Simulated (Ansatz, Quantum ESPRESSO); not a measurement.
**InAs (zinc blende): bulk modulus from a few volumes**

How stiff is zinc blende InAs under hydrostatic load? Each row scales the relaxed cell evenly and relaxes the atoms. The phase is followed to these pressures whether or not it stays the stable one.

Calculated with Quantum ESPRESSO 7.5, PBEsol, GBRV 1.5 ultrasoft potentials, cutoff 680 eV, Fermi–Dirac smearing 0.02 eV, k-mesh 8×8×8, no spin polarisation, no spin-orbit coupling.

Reference cell, relaxed at zero pressure with PBEsol (F-43m): a = 4.3050 Å, b = 4.3050 Å, c = 4.3050 Å, α = 60.00°, β = 60.00°, γ = 60.00°.

```csv
atom,x,y,z
In,0.0000,0.0000,0.0000
As,0.7500,0.7500,0.7500
```

```csv
V (Å³/atom),V/V0,P (GPa),E − E0 (meV/atom)
26.5155,0.9400,4.035,21.0
27.0796,0.9600,2.534,9.2
27.6438,0.9800,1.193,2.4
28.7721,1.0200,−1.060,1.6
29.9004,1.0600,−2.848,15.0
```

V0 = 28.2079 Å³ an atom, where the residual pressure P0 is −0.003 GPa. **Question.** Fit the Birch–Murnaghan law and give the pressure and the energy at V = 29.3363 Å³ an atom, a row left out above.

With the Eulerian strain f = ½[(V0/V)^(2/3) − 1] and F = (P − P0)/[3f(1 + 2f)^(5/2)], the third-order law is the line F = B0 + (3/2) B0 (B′ − 4) f.

| f | F (GPa) |
| --- | --- |
| 0.02106 | 57.66 |
| 0.01379 | 57.27 |
| 0.00678 | 56.86 |
| −0.00656 | 55.53 |
| −0.01905 | 54.86 |

A straight line through the 5 rows: the means are 0.003204 for f and 56.436 for F, Σ(Δx)² = 0.001034 and ΣΔxΔy = 0.07612, so the slope is 0.07612/0.001034 = 73.597 and the intercept 56.436 − (73.597)(0.003204) = 56.2.

Hence B0 = 56.2 GPa and B′ = 4 + (73.6)/(1.5 × 56.2) = 4.87. For the withheld volume f = −0.01291, F = 55.25 GPa and P = −2.01 GPa. The run itself gives −2.00 GPa, so the estimate misses by 0.01 GPa, a rounding's worth.

Integrating the same law gives E − E0 = (9/2) B0 V0 f²[1 + (B′ − 4) f] + P0(V0 − V), with 1 GPa Å³ = 6.2415 meV: 7.4 meV an atom. The run itself gives 6.7 meV, so the estimate misses by 0.7 meV; the fitted rows themselves lie up to 1.0 meV off the law.

The same fit over all rows at other levels or in other programs gives B0 = 56 GPa with PBEsol (Quantum ESPRESSO, PseudoDojo), 61 GPa with LDA (Quantum ESPRESSO, GBRV) and 56 GPa with PBEsol (Ansatz).

[Logs are printed without paths, hosts, clocks, repeated set-up lines and the standing remarks that a program may print on its own settings, such as how far it seeks lower states.]
